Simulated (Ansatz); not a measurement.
# CoSi2 (Fm-3m): phonon-mediated transition temperature, part 2 of 2

Each step names its level of theory.

So far, log mean phonon energy ħω_log (meV): step 2 (electron–phonon run: PseudoDojo files) 25.7.

## Step 3: Electron–phonon run: finite displacements

Finite displacements in a supercell are the other road to force constants and couplings; here with the base functional.

This step: DFT PBE, scalar-relativistic, plane waves, PAW (Ansatz 0.2.0).

input.yaml

```yaml
crystal:
  lattice:
    - [0.0, 2.6798236004, 2.6798236004]
    - [2.6798236004, 0.0, 2.6798236004]
    - [2.6798236004, 2.6798236004, 0.0]
  atoms:
    - { symbol: Co, position: [0.0, 0.0, 0.0] }
    - { symbol: Si, position: [0.25, 0.25, 0.25] }
    - { symbol: Si, position: [0.75, 0.75, 0.75] }
kpoints:
  mp_grid: { grid: [8, 8, 8] }
hamiltonian:
  xc: pbe
scf:
  occupations: { method: methfessel_paxton, width: 0.2 }
output:
  eigenvalues: true
phonons:
  method: fd
  supercell: [2, 2, 2]
  temperatures: { t_max: 1000, t_step: 50 }
  qpath:
    path:
      - [[0.0, 0.0, 0.0], [0.5, 0.0, 0.5], [0.625, 0.25, 0.625]]
      - [[0.375, 0.375, 0.75], [0.0, 0.0, 0.0], [0.5, 0.5, 0.5], [0.5, 0.25, 0.75], [0.5, 0.0, 0.5]]
    npoints: 10
  electrical_resistivity:
    mesh: [12, 12, 12]
    temperatures: [20.0, 50.0, 80.0, 100.0, 150.0, 200.0, 273.0, 300.0, 400.0, 500.0, 600.0, 800.0]
  superconductivity: { mesh: [12, 12, 12], eliashberg_equations: false }
```

Launch:

```sh
ansatz run input.yaml --threads 4 --pin off --max-ram 16384MiB --backend cpu --events-out ev --progress --plain --runs-dir out
```

Numbers of over 12 decimals in the logs are rounded to 6 here.

The program printed:

```text
[...]
Crystal: 24 atoms, lattice volume = 307.921 Å³
Basis set: ecut = 420 eV, 5985 PW (Γ), exchange–correlation on 108×108×108 points (8 copies of the dense FFT grid, shifted against one another)
Bands: 136, of which v1, the nominal top of the filled ones, is band 100 counted from 1 (99 counted from 0)
Symmetry: 384 space group operations
k-points: 8 of 64
[...]
SCF iter   1: F=—  HF=-51193.392106 eV  |F-HF|=—  |Δ(HF+E_count)|=         —  Δρ=5.25e-8  dr2=5.13e-12  ethr=1.00e-12  ⟨swp⟩=3.0  Hψ=2667  notcnv=0  defer=16
[...]
SCF iter   2: F=-51193.392106 eV  HF=-51193.392106 eV  |F-HF|=7.28e-12  |Δ(HF+E_count)|=  7.28e-12  S|Δr|=    0.00e0  Δρ=1.87e-8  dr2=9.09e-13  ethr=1.00e-12  ⟨swp⟩=10.1  Hψ=2561  notcnv=0
SCF 1 converged in 2 iterations: F = -51193.392106 eV  dr2 = 9.09e-13
[...]
Symmetry: 8 space group operations
k-points: 13 of 64 (time reversal used)
iter 1 solved again at ethr=2.98e-8 eV; its pass at ethr=3.10e-3 eV (dr2=5.97e-5 eV) is discarded
[...]
SCF iter   9: F=-51193.392064 eV  HF=-51193.392064 eV  |F-HF|=2.91e-11  |Δ(HF+E_count)|=  1.46e-11  S|Δr|=    0.00e0  Δρ=2.60e-8  dr2=1.60e-12  ethr=1.00e-12  ⟨swp⟩=5.0  Hψ=6641  notcnv=0
SCF 2 converged in 9 iterations: F = -51193.392064 eV  dr2 = 1.60e-12
[...]
Symmetry: 4 space group operations
k-points: 18 of 64 (time reversal used)
[...]
SCF iter   8: F=-51193.392076 eV  HF=-51193.392076 eV  |F-HF|=0.00e0  |Δ(HF+E_count)|=  1.46e-11  S|Δr|=    0.00e0  Δρ=2.36e-8  dr2=2.06e-12  ethr=1.00e-12  ⟨swp⟩=4.8  Hψ=9369  notcnv=0
SCF 3 converged in 8 iterations: F = -51193.392076 eV  dr2 = 2.06e-12
[...]
Crystal: 3 atoms, lattice volume = 38.490 Å³
Basis set: ecut = 420 eV, 749 PW (Γ), exchange–correlation on 54×54×54 points (8 copies of the dense FFT grid, shifted against one another)
Bands: 17, of which v1, the nominal top of the filled ones, is band 13 counted from 1 (12 counted from 0)
Symmetry: 48 space group operations
k-points: 29 of 512
[...]
SCF iter   1: F=—  HF=-6399.174372 eV  |F-HF|=—  |Δ(HF+E_count)|=         —  Δρ=5.21e-3  dr2=1.08e-2  ethr=1.77e-3  ⟨swp⟩=5.0  Hψ=2448  notcnv=0
[...]
SCF iter   9: F=-6399.174013 eV  HF=-6399.174013 eV  |F-HF|=8.19e-12  |Δ(HF+E_count)|=   1.42e-9  S|Δr|=    0.00e0  Δρ=2.45e-7  dr2=1.85e-11  ethr=1.00e-12  ⟨swp⟩=2.6  Hψ=1534  notcnv=0
SCF 4 converged in 9 iterations: F = -6399.174013 eV  dr2 = 1.85e-11
[...]
NSCF: frozen V_eff on 29 k-points
[...]
SCF converged after 2 iterations
[...]
Free energy (F): -51193.392106 eV
[...]
Internal energy: -51193.398450 eV  (E = F + TS)
E sigma→0 (E₀):  -51193.393692 eV
Entropy (-TS):   0.006344 eV (0.264 meV/atom)
Fermi energy:    12.817817 eV
[...]
--- Band table (eV; the first three rows and the last of 8) ---
  k-point 0: bands = [... 96 lower, 12.3645, 12.3645, 12.3645, 12.3645, 12.3645, 13.5844, 14.4536, 14.4536, ... 32 higher]
  k-point 1: bands = [... 96 lower, 12.2967, 12.2967, 12.2967, 12.9650, 12.9650, 13.5158, 14.5263, 14.6195, ... 32 higher]
  k-point 2: bands = [... 96 lower, 12.0660, 12.0660, 12.0660, 12.0660, 14.0441, 14.0441, 14.0441, 14.0441, ... 32 higher]
  k-point 7: bands = [... 96 lower, 12.3291, 12.3291, 12.3291, 12.3291, 13.3813, 13.3813, 13.3813, 13.3813, ... 32 higher]
--- Phonons: 2 displaced members + reference (amplitude 0.0025 Å, Σ member SCF iterations 17) ---
  symmetry images taken by strict's conditions (phonons.symmetry_images: auto; settled by the scattering of the electrons by the phonons, which is asked for)
  ASR residual: 1.653e-4 → 0.000e0 eV/Å²; symmetrization residual: 4.455e-5 eV/Å²
  largest component of a force at the reference: 1.2e-17 eV/Å
  ASR residual per site (eV/Å²): 1.65e-4 7.82e-6 7.82e-6
  Γ frequencies (cm⁻¹): 0.00 0.00 0.00 307.78 307.78 307.78 328.83 328.83 328.83
[...]
--- Electrical resistivity: potentials and phonons of a 2×2×2 supercell ---
[...]
at the Fermi level of each mesh (of a tensor a third of its trace):
[...]
12×12×12                     0.5240              6.1888    0.4001    0.3929          25.786
          6×6×6                     0.5382              5.9285    0.3962    0.3961          25.959
          3×3×3                     0.6135              6.0681    0.4590    0.4634          27.489
  resistivity on the deck's mesh, µΩ·cm:
[...]
20.00     2.8568e-3              no     2.8568e-3     2.8568e-3     2.8568e-3       5.7511e-3         8.0110e-3
     50.00     2.0473e-1              no     2.0473e-1     2.0473e-1     2.0473e-1       2.9705e-1         2.6878e-1
     80.00     8.9330e-1              no     8.9330e-1     8.9330e-1     8.9330e-1        1.1192e0          1.0003e0
    100.00      1.5902e0              no      1.5902e0      1.5902e0      1.5902e0        1.8753e0          1.6987e0
    150.00      3.7794e0              no      3.7794e0      3.7794e0      3.7794e0        4.0987e0          3.8796e0
    200.00      6.1561e0              no      6.1561e0      6.1561e0      6.1561e0        6.4448e0          6.2698e0
    273.00      9.5640e0              no      9.5640e0      9.5640e0      9.5640e0        9.8240e0          9.7176e0
    300.00      1.0791e1              no      1.0791e1      1.0791e1      1.0791e1        1.1051e1          1.0962e1
    400.00      1.5216e1              no      1.5216e1      1.5216e1      1.5216e1        1.5517e1          1.5449e1
    500.00      1.9521e1              no      1.9521e1      1.9521e1      1.9521e1        1.9909e1          1.9816e1
    600.00      2.3761e1              no      2.3761e1      2.3761e1      2.3761e1        2.4274e1          2.4115e1
    800.00      3.2152e1              no      3.2152e1      3.2152e1      3.2152e1        3.3034e1          3.2615e1
[...]
not converged in the mesh (the resistivity at 20 K by 3.79 %; the resistivity at 50 K by 7.04 %; the resistivity at 80 K by 7.46 %; the resistivity at 100 K by 7.50 %; the resistivity at 150 K by 7.87 %; the resistivity at 200 K by 8.21 %; the resistivity at 273 K by 8.45 %; the resistivity at 300 K by 8.49 %; the resistivity at 400 K by 8.50 %; the resistivity at 500 K by 8.43 %; the resistivity at 600 K by 8.34 % [...]
  vibrations of 8 cells: unjudged by the run; compare a larger repeat
[...]
--- Superconductivity: potentials and phonons of a 2×2×2 supercell ---
[...]
mesh         λ    ħω_log (meV)  μ* declared at (meV)
       12×12×12    0.4001          25.786               31.373
          6×6×6    0.3962          25.959               31.410
          3×3×3    0.4590          27.489               32.441
  λ by the species' shares of the modes' patterns: Co 0.1671, Si 0.2330
[...]
0.08      1.953         1.988             -             -             -             -              -
      0.10      1.258         1.279             -             -             -             -              -
      0.12      0.743         0.754             -             -             -             -              -
      0.13      0.547         0.555             -             -             -             -              -
      0.14      0.390         0.395             -             -             -             -              -
      0.16      0.174         0.177             -             -             -             -              -
      0.20      0.016         0.016             -             -             -             -              -
[...]
vibrations of 8 cells: unjudged by the run; compare a larger repeat
[...]
```

Run time: 1.7 min. Hardware: 4 threads of Arm Neoverse V2, shared host; peak memory 2.3 GiB.

This step gave:

```yaml
volume_per_atom: 12.83 Å³
zero_point_energy: 0.1545 eV/cell
highest_frequency_solved_or_plainly_interpolated: 378.5 cm⁻¹
debye_temperature_second_moment: 537 K
resistivity_at_300_k: 10.79 μΩ cm
coupling_constant_lambda: 0.4001
density_of_states_at_the_fermi_level: 0.524 states/eV a spin and cell
log_mean_phonon_energy_omega_log: 25.79 meV
transport_coupling_constant_lambda_tr: 0.3929, 0.3929, 0.3929 (xx, yy, zz)
drude_plasma_energy: 6.189, 6.189, 6.189 eV (xx, yy, zz)
resistivity_times_mean_free_path: 9.634, 9.634, 9.634 × 10⁻¹⁶ Ω m² (xx, yy, zz)
second_moment_phonon_energy_omega: 31.37 meV
```

Transition temperatures:

```csv
μ*,McMillan Tc (K),Allen–Dynes Tc (K)
0.08,1.95,1.99
0.1,1.26,1.28
0.12,0.743,0.754
0.13,0.547,0.555
0.14,0.39,0.395
0.16,0.174,0.177
0.2,0.0157,0.0158
```

## Step 4: Coupling and resistivity: r2SCAN at its own relaxed cell

The functional sets the lattice constant, the bands and the force constants.

This step: DFT r2SCAN, scalar-relativistic, plane waves, PAW (Ansatz 0.2.0).

input.yaml, as its differences from that of step 3:

```diff
@@ -2,5 +2,5 @@
   lattice:
-    - [0.0, 2.6798236004, 2.6798236004]
-    - [2.6798236004, 0.0, 2.6798236004]
-    - [2.6798236004, 2.6798236004, 0.0]
+    - [0.0, 2.6574221814, 2.6574221814]
+    - [2.6574221814, 0.0, 2.6574221814]
+    - [2.6574221814, 2.6574221814, 0.0]
   atoms:
@@ -12,3 +12,3 @@
 hamiltonian:
-  xc: pbe
+  xc: r2scan
 scf:
@@ -18,4 +18,4 @@
 phonons:
-  method: fd
-  supercell: [2, 2, 2]
+  method: dfpt
+  qmesh: [2, 2, 2]
   temperatures: { t_max: 1000, t_step: 50 }
```

The program printed:

```text
[...]
Crystal: 3 atoms, lattice volume = 37.533 Å³
Basis set: ecut = 500 eV, 941 PW (Γ), exchange–correlation on 150×150×150 points (125 copies of the dense FFT grid, shifted against one another)
Bands: 17, of which v1, the nominal top of the filled ones, is band 13 counted from 1 (12 counted from 0)
Symmetry: 48 space group operations
k-points: 95 of 512 (irreducible under 4 space group operations, time reversal used)
[...]
SCF iter   1: F=—  HF=-6410.814336 eV  |F-HF|=—  |Δ(HF+E_count)|=         —  Δρ=1.80e-2  dr2=9.50e-2  dr2_τ=7.03e-2  ethr=1.77e-3  ⟨swp⟩=5.0  Hψ=8303  notcnv=0
[...]
SCF iter  10: F=-6410.891167 eV  HF=-6410.891167 eV  |F-HF|=9.09e-13  |Δ(HF+E_count)|=  2.76e-10  S|Δr|=    0.00e0  Δρ=1.25e-7  dr2=2.98e-12  dr2_τ=3.18e-13  ethr=1.00e-12  ⟨swp⟩=5.7  Hψ=8445  notcnv=0
SCF 1 converged in 10 iterations: F = -6410.891167 eV  dr2 = 2.98e-12
[...]
DFPT response loops at Γ: preconditioner auto → Kerker (q_TF=auto, 2.550 Å⁻¹) (partly filled bands, converged f_vac=0.000); β = 1.00, the filter's whole step (`scf.mixing.beta` (0.50) is not read by the response loops under this deck's `scf.mixing.preconditioner`; to damp them name `kerker` or `kerker_dos`, under which they read `scf.mixing.beta`, and type it under 1.00, their step now; both keys bind the ground state too); Broyden in place of MSR1
[...]
k-points: 29 of 512
SCF iter   1: F=—  HF=-6410.814327 eV  |F-HF|=—  |Δ(HF+E_count)|=         —  Δρ=1.80e-2  dr2=9.50e-2  dr2_τ=7.03e-2  ethr=1.77e-3  ⟨swp⟩=5.0  Hψ=2521  notcnv=0
[...]
SCF iter  10: F=-6410.891167 eV  HF=-6410.891167 eV  |F-HF|=0.00e0  |Δ(HF+E_count)|=  2.72e-10  S|Δr|=    0.00e0  Δρ=1.11e-7  dr2=2.07e-12  dr2_τ=3.45e-13  ethr=1.00e-12  ⟨swp⟩=1.4  Hψ=1453  notcnv=0
SCF 2 converged in 10 iterations: F = -6410.891167 eV  dr2 = 2.07e-12
[...]
SCF converged after 10 iterations
[...]
Free energy (F): -6410.891167 eV
[...]
Internal energy: -6410.892040 eV  (E = F + TS)
E sigma→0 (E₀):  -6410.891385 eV
Entropy (-TS):   0.000873 eV (0.291 meV/atom)
Fermi energy:    13.103388 eV
[...]
--- Band table (eV; the first three rows and the last of 95) ---
  k-point 0: bands = [... 9 lower, 11.0816, 14.6555, 16.7382, 16.7382, 16.7382, 16.9239, 16.9239, 16.9239]
  k-point 1: bands = [... 9 lower, 11.0126, 14.0856, 15.3748, 15.6359, 15.6359, 17.9392, 17.9392, 18.8434]
  k-point 2: bands = [... 9 lower, 10.9367, 12.2976, 14.4311, 14.4311, 16.0566, 17.4173, 17.4173, 18.3599]
  k-point 94: bands = [... 9 lower, 10.7479, 11.1572, 11.5890, 12.4178, 17.2066, 17.2066, 19.4223, 20.2636]
--- Phonons (Γ-DFPT): 2 representative perturbations + reference, on 95 of 512 k-points (Σ response iterations 20) ---
  k mesh reduced under 4 symmetry operations, with k and −k counted as one. Each operation leaves every solved perturbation unchanged. A smaller set is not considered because the functional reads the kinetic-energy density
  ASR residual: 1.168e-4 → 0.000e0 eV/Å²; symmetrization residual: 1.054e-7 eV/Å²
  ASR residual per site (eV/Å²): 1.17e-4 3.02e-5 3.02e-5
  Γ frequencies (cm⁻¹): 0.00 0.00 0.00 323.25 323.25 323.25 345.84 345.84 345.84
--- Phonons (arbitrary-q DFPT): 3 irreducible q on the 2×2×2 mesh ---
[...]
interpolated dispersion: 62 rows × 9 modes
[...]
--- Electrical resistivity: potentials and phonons of a 2×2×2 supercell ---
[...]
at the Fermi level of each mesh (of a tensor a third of its trace):
[...]
12×12×12                     0.4814              6.4495    0.3813    0.3736          28.297
          6×6×6                     0.4905              6.2469    0.3766    0.3768          28.574
          3×3×3                     0.5343              6.2198    0.4175    0.4187          30.566
  resistivity on the deck's mesh, µΩ·cm:
[...]
20.00     1.4355e-3              no     1.4355e-3     1.4355e-3     1.4355e-3       3.1480e-3         5.1394e-3
     50.00     1.3070e-1              no     1.3070e-1     1.3070e-1     1.3070e-1       1.9608e-1         1.8367e-1
     80.00     6.3717e-1              no     6.3717e-1     6.3717e-1     6.3717e-1       8.2862e-1         7.4118e-1
    100.00      1.1898e0              no      1.1898e0      1.1898e0      1.1898e0        1.4484e0          1.3056e0
    150.00      3.0357e0              no      3.0357e0      3.0357e0      3.0357e0        3.3506e0          3.1574e0
    200.00      5.1177e0              no      5.1177e0      5.1177e0      5.1177e0        5.4066e0          5.2571e0
    273.00      8.1362e0              no      8.1362e0      8.1362e0      8.1362e0        8.3867e0          8.3201e0
    300.00      9.2235e0              no      9.2235e0      9.2235e0      9.2235e0        9.4689e0          9.4260e0
    400.00      1.3132e1              no      1.3132e1      1.3132e1      1.3132e1        1.3398e1          1.3406e1
    500.00      1.6918e1              no      1.6918e1      1.6918e1      1.6918e1        1.7247e1          1.7263e1
    600.00      2.0636e1              no      2.0636e1      2.0636e1      2.0636e1        2.1059e1          2.1051e1
    800.00      2.7968e1              no      2.7968e1      2.7968e1      2.7968e1        2.8668e1          2.8521e1
[...]
vibrations of 8 cells: unjudged by the run; compare a larger repeat
[...]
--- Superconductivity: potentials and phonons of a 2×2×2 supercell ---
[...]
mesh         λ    ħω_log (meV)  μ* declared at (meV)
       12×12×12    0.3813          28.297               33.774
          6×6×6    0.3766          28.574               33.877
          3×3×3    0.4175          30.566               35.078
  λ by the species' shares of the modes' patterns: Co 0.1529, Si 0.2284
[...]
0.08      1.690         1.717             -             -             -             -              -
      0.10      1.037         1.052             -             -             -             -              -
      0.12      0.574         0.581             -             -             -             -              -
      0.13      0.406         0.411             -             -             -             -              -
      0.14      0.276         0.279             -             -             -             -              -
      0.16      0.109         0.110             -             -             -             -              -
      0.20      0.006         0.006             -             -             -             -              -
[...]
vibrations of 8 cells: unjudged by the run; compare a larger repeat
[...]
```

The job ended after 3.2 min (4 threads; peak memory 3.3 GiB).

Numbers from this step:

```
volume per atom                                   : 12.51 Å³
zero point energy                                 : 0.1627 eV/cell
highest frequency, solved or plainly interpolated : 391.6 cm⁻¹
Debye temperature (second moment)                 : 564 K
resistivity at 300 K                              : 9.224 μΩ cm
coupling constant λ                               : 0.3813
density of states at the Fermi level              : 0.4814 states/eV a spin and cell
log mean phonon energy ħω_log                     : 28.3 meV
transport coupling constant λ_tr                  : 0.3736, 0.3736, 0.3736 (xx, yy, zz)
Drude plasma energy                               : 6.45, 6.45, 6.45 eV (xx, yy, zz)
resistivity times mean free path                  : 9.514, 9.514, 9.514 × 10⁻¹⁶ Ω m² (xx, yy, zz)
second-moment phonon energy ħω₂                   : 33.77 meV
```

Transition temperatures:

```csv
μ*,McMillan Tc (K),Allen–Dynes Tc (K)
0.08,1.69,1.72
0.1,1.04,1.05
0.12,0.574,0.581
0.13,0.406,0.411
0.14,0.276,0.279
0.16,0.109,0.11
0.2,0.00605,0.00611
```

The Eliashberg function α²F has structure finer than the step of the table below, so its rows give means over 2 meV, whole bins alone (the curve runs from 0.196 to 49.9 meV). Peaks (meV: height): α²F 23.3: 0.142, 39.8: 0.353, 47.6: 0.927; α²F tr 23.3: 0.174, 35.4: 0.317, 47.6: 0.913.

Table of Eliashberg function α²F by phonon energy; means over each step:

```csv
phonon energy (meV),α²F,α²F tr
2,6.7e-5,1.6e-6
4,8.2e-4,1.6e-4
6,0.00379,9.1e-4
8,0.00873,0.00263
10,0.0183,0.00673
12,0.0312,0.0147
14,0.0486,0.0310
16,0.0776,0.0667
18,0.107,0.112
20,0.128,0.151
22,0.135,0.169
24,0.109,0.133
26,0.0759,0.0906
28,0.0618,0.0746
30,0.0247,0.0274
32,0.0662,0.0909
34,0.106,0.144
36,0.229,0.270
38,0.264,0.241
40,0.288,0.208
42,0.148,0.107
44,0.0922,0.0851
46,0.308,0.293
48,0.575,0.561
```

The Eliashberg function α²F has structure finer than the step of the table below, so its rows give means over 2 meV, whole bins alone (the curve runs from 0.196 to 49.9 meV). Peaks (meV: height): α²F 23.3: 0.142, 39.8: 0.353, 47.6: 0.927; Co 23.3: 0.101, 33.5: 0.0676, 47.6: 0.176; Si 39.8: 0.327, 47.6: 0.751.

The Eliashberg function α²F by phonon energy; means over each step:

```csv
phonon energy (meV),α²F,Co,Si
2,6.7e-5,3.4e-5,3.3e-5
4,8.2e-4,4.4e-4,3.7e-4
6,0.00379,0.00200,0.00177
8,0.00873,0.00471,0.00403
10,0.0183,0.0102,0.00814
12,0.0312,0.0179,0.0133
14,0.0486,0.0290,0.0196
16,0.0776,0.0486,0.0291
18,0.107,0.0696,0.0377
20,0.128,0.0854,0.0421
22,0.135,0.0937,0.0417
24,0.109,0.0768,0.0322
26,0.0759,0.0539,0.0219
28,0.0618,0.0450,0.0168
30,0.0247,0.0180,0.00664
32,0.0662,0.0492,0.0170
34,0.106,0.0448,0.0610
36,0.229,0.0227,0.207
38,0.264,0.0254,0.239
40,0.288,0.0209,0.267
42,0.148,0.00945,0.139
44,0.0922,0.0205,0.0717
46,0.308,0.0727,0.235
48,0.575,0.116,0.460
```

## Step 5: Outcome

```json
{
  "meshes": "q 2×2×2, k 8×8×8, scattering 12×12×12",
  "coupling constant λ": "0.381",
  "log mean phonon energy ħω_log": "28.3 meV",
  "Allen–Dynes Tc at μ* = 0.1": "1.05 K",
  "Allen–Dynes Tc at μ* = 0.13": "0.411 K"
}
```

**Reading.** In the last run (r2SCAN, q 2×2×2, k 8×8×8, scattering 12×12×12), with λ = 0.38 and ħω_log = 28.3 meV, Tc at μ* = 0.13 is 0.41 K by McMillan's formula and 0.41 K by Allen and Dynes's. Raising μ* from 0.10 to 0.16 lowers the Allen–Dynes value from 1.1 to 0.11 K. By the run's own test λ is not converged in the fine mesh: it moves by 1 % between the two finest. The run's transport test calls it not converged in the mesh; ρ(300 K) moves by 6 % in the component that moves most. The runs are not spin-polarised; where the real material orders magnetically, these values do not describe it. These meshes are coarse. Over the runs, λ takes the values 0.400, 0.400 and 0.381, in the order shown. μ* is a typed number, phonons are harmonic, and spin fluctuations are left out; at μ* = 0.13 McMillan's formula turns 1 % in λ into about 8.6 % in Tc.

[Logs are printed without paths, hosts, clocks, repeated set-up lines and the standing remarks that a program may print on its own settings, such as how far it seeks lower states.]

[Hosts, paths, dates, database ids (printed as entryN), source tags and the programs' standing remarks are cut or masked in the printed files.]
